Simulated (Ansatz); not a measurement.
# AlRu (Pm-3m): Grüneisen parameters, part 2 of 2

Does AlRu (Pm-3m) expand much on heating, by its phonons?

Ansatz 0.2.0; DFT PBEsol, scalar-relativistic, plane waves, PAW; PAW set soft_1.

So far, highest frequency on the path or at a solved wavevector (cm⁻¹): step 2 (response at finite wavevector) 361; step 4 (phonons at the other volume, volume ratio 0.97) 384.

## (5) Relaxing at another volume, volume ratio 1.03

The volume is scaled by 1.03 and held; symmetry leaves nothing to relax, so this is a single point. The modes can then be followed against volume.

File input.yaml:

```yaml
crystal:
  lattice:
    - [3.0054737782, 0.0, 0.0]
    - [0.0, 3.0054737782, 0.0]
    - [0.0, 0.0, 3.0054737782]
  atoms:
    - { symbol: Al, position: [0.0, 0.0, 0.0] }
    - { symbol: Ru, position: [0.5, 0.5, 0.5] }
kpoints:
  mp_grid: { grid: [16, 16, 16] }
hamiltonian:
  xc: pbesol
  pseudopotentials: { kind: paw, azcp: { folder: soft_1 }, xc_functional: pbe }
scf:
  occupations: { method: methfessel_paxton, width: 0.2 }
output:
  forces: true
  stress: true
  eigenvalues: true
```

Started as:

```bash
$ ansatz run input.yaml --threads 4 --pin off --max-ram 10240MiB --backend cpu --events-out ev --progress --plain --runs-dir out
```

Numbers of over 12 decimals in the logs are rounded to 6 here.

Log:

```text
[...]
Crystal: 2 atoms, lattice volume = 27.148 Å³
Basis set: ecut = 420 eV, 515 PW (Γ), exchange–correlation on 48×48×48 points (8 copies of the dense FFT grid, shifted against one another)
Bands: 14, of which v1, the nominal top of the filled ones, is band 10 counted from 1 (9 counted from 0)
Symmetry: 48 space group operations
[...]
k-points: 165 of 4096
[...]
--- Band table (eV; the first three rows and the last of 165) ---
  k-point 0: bands = [... 6 lower, 12.0964, 15.8003, 15.8003, 15.8003, 21.6119, 21.6119, 21.6119, 26.4864]
  k-point 1: bands = [... 6 lower, 12.1224, 15.7063, 15.7063, 15.8095, 21.2352, 21.7625, 21.7625, 26.3201]
  k-point 2: bands = [... 6 lower, 12.1977, 15.4583, 15.4583, 15.8356, 20.3848, 22.1799, 22.1799, 25.8718]
  k-point 164: bands = [... 6 lower, 11.0643, 17.1987, 17.1987, 18.1314, 19.6744, 19.6744, 19.6744, 24.0547]
[key lines of the parts left out:]
SCF converged after 6 iterations
Free energy (F): -6342.334132 eV
Fermi energy:    15.627388 eV
P = ⅓ Tr σ = -6.0860 GPa (-60.860 kbar)
```

It took 1.1 s on 4 threads of Arm Neoverse V1, shared host; peak memory 0.41 GiB; 3.8 s of CPU time.

Numbers from this step:

```yaml
pressure: -6.086 GPa
volume_per_atom: 13.57 Å³
```

The run ends at a pressure of -6.09 GPa.

## (6) Phonons at the other volume, volume ratio 1.03

The phonons are repeated at this volume on the same k and q meshes.

Edit input.yaml of step 5 so:

```diff
@@ -16,4 +16,11 @@
 output:
-  forces: true
-  stress: true
   eigenvalues: true
+phonons:
+  method: dfpt
+  qmesh: [4, 4, 4]
+  temperatures: { t_max: 1000, t_step: 50 }
+  qpath:
+    path:
+      - [[0.0, 0.0, 0.0], [0.0, 0.5, 0.0], [0.5, 0.5, 0.0], [0.0, 0.0, 0.0], [0.5, 0.5, 0.5], [0.0, 0.5, 0.0]]
+      - [[0.5, 0.5, 0.5], [0.5, 0.5, 0.0]]
+    npoints: 10
```

Log:

```text
[...]
Crystal: 2 atoms, lattice volume = 27.148 Å³
Basis set: ecut = 420 eV, 515 PW (Γ), exchange–correlation on 48×48×48 points (8 copies of the dense FFT grid, shifted against one another)
Bands: 14, of which v1, the nominal top of the filled ones, is band 10 counted from 1 (9 counted from 0)
Symmetry: 48 space group operations
k-points: 165 of 4096
[...]
k-point 164: bands = [... 6 lower, 11.0643, 17.1986, 17.1986, 18.1314, 19.6744, 19.6744, 19.6744, 24.0547]
[...]
ASR residual: 2.574e-5 → 0.000e0 eV/Å²; symmetrization residual: 2.269e-6 eV/Å²
  ASR residual per site (eV/Å²): 4.80e-6 2.57e-5
  Γ frequencies (cm⁻¹): 0.00 0.00 0.00 302.94 302.94 302.94
--- Phonons (arbitrary-q DFPT): 10 irreducible q on the 4×4×4 mesh ---
[...]
interpolated dispersion: 62 rows × 6 modes
[...]
[key lines of the parts left out:]
SCF converged after 8 iterations
Free energy (F): -6342.334132 eV
Fermi energy:    15.627316 eV
```

It took 5.3 min on 4 threads; peak memory 2.2 GiB; 21 min of CPU time.

Numbers from this step:

| Item | Value |
| --- | --- |
| sum-rule residual before enforcement | 2.57e-5 eV/Å² |
| highest frequency on the path or at a solved wavevector | 339.6 cm⁻¹ |
| mean frequency | 224.3 cm⁻¹ |
| Debye temperature (second moment) | 447 K |
| logarithmic mean frequency | 205.3 cm⁻¹ |
| highest optical mode at the zone centre (no LO-TO term) | 302.9 cm⁻¹ |
| lowest optical zone-centre mode | 302.9 cm⁻¹ |
| lowest mode on the q mesh (acoustic modes at Γ apart) | 88.52 cm⁻¹ |
| zero-point energy per atom | 41.71 meV |
| heat capacity at 300 K | 22.42 J/(mol atoms K) |
| vibrational entropy at 300 K | 26.65 J/(mol atoms K) |
| edges of the widest gap between branches, on path and mesh | 201.4, 267 cm⁻¹ |

Frequencies (cm⁻¹) solved at each irreducible wavevector; negative means imaginary. Frequencies by wavevector, by row:

| q in reciprocal lattice units | star | mode 1 | mode 2 | mode 3 | mode 4 | mode 5 | mode 6 |
| --- | --- | --- | --- | --- | --- | --- | --- |
| 0 0 0 | 1 | 0 | 0 | 0 | 302.9 | 302.9 | 302.9 |
| 0 0 0.25 | 6 | 103.4 | 103.4 | 143.5 | 293.5 | 293.5 | 302.4 |
| 0 0 -0.5 | 3 | 155.7 | 155.7 | 201.4 | 278.9 | 278.9 | 317.2 |
| 0 0.25 0.25 | 12 | 88.5 | 133.4 | 172.3 | 285.7 | 301.7 | 314.7 |
| 0 0.25 -0.5 | 12 | 126 | 150.5 | 168.4 | 274.5 | 314.7 | 329.9 |
| 0 -0.5 -0.5 | 3 | 99.1 | 99.1 | 186.4 | 267 | 339.6 | 339.6 |
| 0.25 0.25 0.25 | 8 | 132.3 | 132.3 | 169.2 | 304.4 | 309.5 | 309.5 |
| 0.25 0.25 -0.5 | 12 | 141 | 141 | 166.4 | 299.6 | 312.6 | 330.7 |
| 0.25 -0.5 -0.5 | 6 | 140.8 | 140.8 | 181 | 298.5 | 333.5 | 333.5 |
| -0.5 -0.5 -0.5 | 1 | 166.5 | 166.5 | 166.5 | 325.5 | 325.5 | 325.5 |

The highest optical mode at the zone centre (no LO-TO term) is 302.9 cm⁻¹, -18.5 cm⁻¹ against the base run.

## (7) Grüneisen parameters

The Grüneisen parameter of a mode is minus the logarithmic change of its frequency with volume, −d ln ω / d ln V; weighted by heat capacity it gives the expansion.

This step gave:

```
bulk modulus : 220.5 GPa
```

The phonon branches at the labelled points (cm⁻¹):

| point | branch 1 | branch 2 | branch 3 | branch 4 | branch 5 | branch 6 |
| --- | --- | --- | --- | --- | --- | --- |
| Γ | 0 | 0 | 0 | 322 | 322 | 322 |
| halfway | 108 | 108 | 152 | 311 | 311 | 321 |
| X | 164 | 164 | 214 | 294 | 294 | 335 |
| halfway | 133 | 159 | 177 | 290 | 334 | 350 |
| M | 105 | 105 | 195 | 283 | 361 | 361 |
| halfway | 93 | 140 | 183 | 302 | 318 | 335 |
| Γ | 0 | 0 | 0 | 322 | 322 | 322 |
| halfway | 140 | 140 | 178 | 322 | 328 | 328 |
| R | 179 | 179 | 179 | 342 | 342 | 342 |
| halfway | 147 | 150 | 178 | 316 | 332 | 351 |
| X | 164 | 164 | 214 | 294 | 294 | 335 |
| jump to R | 179 | 179 | 179 | 342 | 342 | 342 |
| halfway | 150 | 150 | 192 | 315 | 353 | 353 |
| M | 105 | 105 | 195 | 283 | 361 | 361 |

The same for volume x 0.97:

```csv
point,branch 1,branch 2,branch 3,branch 4,branch 5,branch 6
Γ,0,0,0,341,341,341
X,174,174,227,310,310,354
M,110,110,204,300,384,384
Γ,0,0,0,341,341,341
R,192,192,192,360,360,360
X,174,174,227,310,310,354
R,192,192,192,360,360,360
M,110,110,204,300,384,384
```

The same for volume x 1.03:

```
point  branch 1  branch 2  branch 3  branch 4  branch 5  branch 6
    Γ         0         0         0       303       303       303
    X       156       156       201       279       279       317
    M        99        99       186       267       340       340
    Γ         0         0         0       303       303       303
    R       166       166       166       326       326       326
    X       156       156       201       279       279       317
    R       166       166       166       326       326       326
    M        99        99       186       267       340       340
```

The first set of phonon branches as a text plot (rows in cm⁻¹):

```
    376 |
    360 |           ******                                   ****
    344 |        *****    ***              ************** ***
    328 |** *****  *       ****************       ****   * **
    312 | ****    *          ****  *****            ****     *
    296 |     *******     ****                        ****    **
    280 |            *****                                      *
    264 |
    248 |
    232 |
    216 |      ***                                       *
    200 |              **                               *     ***
    184 |     *   * ***  *   *         **   *********  *  ****
    168 |    * *****      *** *      **  *****   **  ***** **
    152 |   *     *       ***            ***       *****     *
    136 |     *    ***   *   * *        *
    120 |    *      *** *     *     *  *                      **
    104 |  **         *******   *                               *
     88 |                    ***     **
     72 | **                   *   **
     56 |                       **
     40 |**                     ** *
     24 |*                       *
      8 |                         *
         Γ      X      M          Γ            R        X|R     M
```

Mode Grueneisen parameter -dln(w)/dln(V), modes matched by rank; at Γ the acoustic branches take the value of a neighbouring point of the path. The mode Grüneisen parameters at the labelled points ():

```csv
point,branch 1,branch 2,branch 3,branch 4,branch 5,branch 6
Γ,1.38,1.38,1.99,1.96,1.96,1.96
halfway,1.58,1.58,1.98,1.88,1.88,1.96
X,1.80,1.80,1.99,1.75,1.75,1.83
halfway,1.72,1.76,1.65,1.84,1.97,1.96
M,1.81,1.81,1.46,1.95,2.03,2.03
halfway,1.61,1.62,1.97,1.87,1.78,2.06
Γ,1.60,1.40,1.85,1.96,1.96,1.96
halfway,1.88,1.88,1.59,1.92,1.93,1.93
R,2.40,2.40,2.40,1.66,1.66,1.66
halfway,1.35,1.95,2.18,1.74,2.03,1.95
X,1.80,1.80,1.99,1.75,1.75,1.83
jump to R,2.40,2.40,2.40,1.66,1.66,1.66
halfway,2.06,2.06,1.90,1.77,1.90,1.90
M,1.81,1.81,1.46,1.95,2.03,2.03
```

The mode Grüneisen parameters as a text plot (rows in , shown from 1.4 to 2.4 only):

```
   2.38 |                                    ****         *
   2.34 |                                       **
   2.29 |                                         *
   2.25 |                                   **   *         *
   2.21 |                                          *
   2.17 |                                           *      *
   2.12 |                                  *     **  *      *
   2.08 |                  **
   2.04 |             *****  ***                    ***     **  *
   2.00 |********   **   *    * *   ***  **        *  *  *    **
   1.95 |** **   *     **    * * ***   * ****      ***  *       *
   1.91 |  *  *   ** **  ****  **  *    *          *  **     ***
   1.87 |   **    * *     ********* *** *** *     *  ****     **
   1.83 |     ******   *  *        *   *   *      *     **  *   *
   1.78 |      ****   * **   **      ***         *      ** * *
   1.74 |      **** **   *             *    **      ******  *
   1.70 |     *    **                        *  ****      **
   1.66 |                 *          **    *  ***         *   *
   1.61 |    *             *** ****
   1.57 |   *       *     *   *     *   *          *   *       *
   1.53 |            *   *     *         **
   1.49 |  *          * *       *  *                            *
   1.44 | *            *
   1.40 |*                       **                   *
         Γ      X      M          Γ            R        X|R     M
```

(dS/dlnV)/C_V. Thermodynamic Grueneisen parameter against temperature:

| temperature (K) | thermodynamic Grueneisen parameter |
| --- | --- |
| 50 | 1.75 |
| 100 | 1.80 |
| 150 | 1.82 |
| 200 | 1.83 |
| 250 | 1.84 |
| 300 | 1.84 |
| 350 | 1.84 |
| 400 | 1.84 |
| 450 | 1.84 |
| 500 | 1.84 |
| 550 | 1.84 |
| 600 | 1.84 |
| 650 | 1.84 |
| 700 | 1.84 |
| 750 | 1.84 |
| 800 | 1.84 |
| 850 | 1.84 |
| 900 | 1.84 |
| 950 | 1.84 |
| 1000 | 1.84 |

Gamma C_V/(B V) at the static volume. Volume expansion against temperature:

```csv
temperature (K),volume expansion (1e-6/K)
50,3.61
100,11.5
150,17.0
200,20.2
250,22.1
300,23.2
350,24
400,24.5
450,24.9
500,25.1
550,25.3
600,25.4
650,25.6
700,25.7
750,25.8
800,25.8
850,25.9
900,25.9
950,25.9
1000,26.0
```

## (8) Outcome

```json
{"bulk modulus": "220 GPa", "thermodynamic Grüneisen parameter at 300 K": "1.837", "volume expansion at 300 K, estimated": "23.25 × 10⁻⁶ K⁻¹"}
```

By this estimate the volume grows by 23.2 × 10⁻⁶ per kelvin at 300 K. The highest optical mode at Γ goes from 341 to 303 cm⁻¹ as the cell grows, a Grüneisen parameter of 1.96. Mode parameters on the path run from 1.3 to 2.4, with a median of 1.9. Branches are matched by rank, so values near crossings are rough. The expansion is the Grüneisen estimate at the static volume, with the static bulk modulus. With no gap, or one that is small against the smearing, the frequencies hang on the k mesh and the smearing, most of all near Kohn anomalies. The phonon runs are without spin polarisation, although the cell has an odd electron count. The PAW files were made for PBE and serve the other functionals too.

[Logs are printed without paths, hosts, clocks, repeated set-up lines and the standing remarks that a program may print on its own settings, such as how far it seeks lower states.]

[Hosts, paths, dates, database ids (printed as entryN), source tags and the programs' standing remarks are cut or masked in the printed files.]
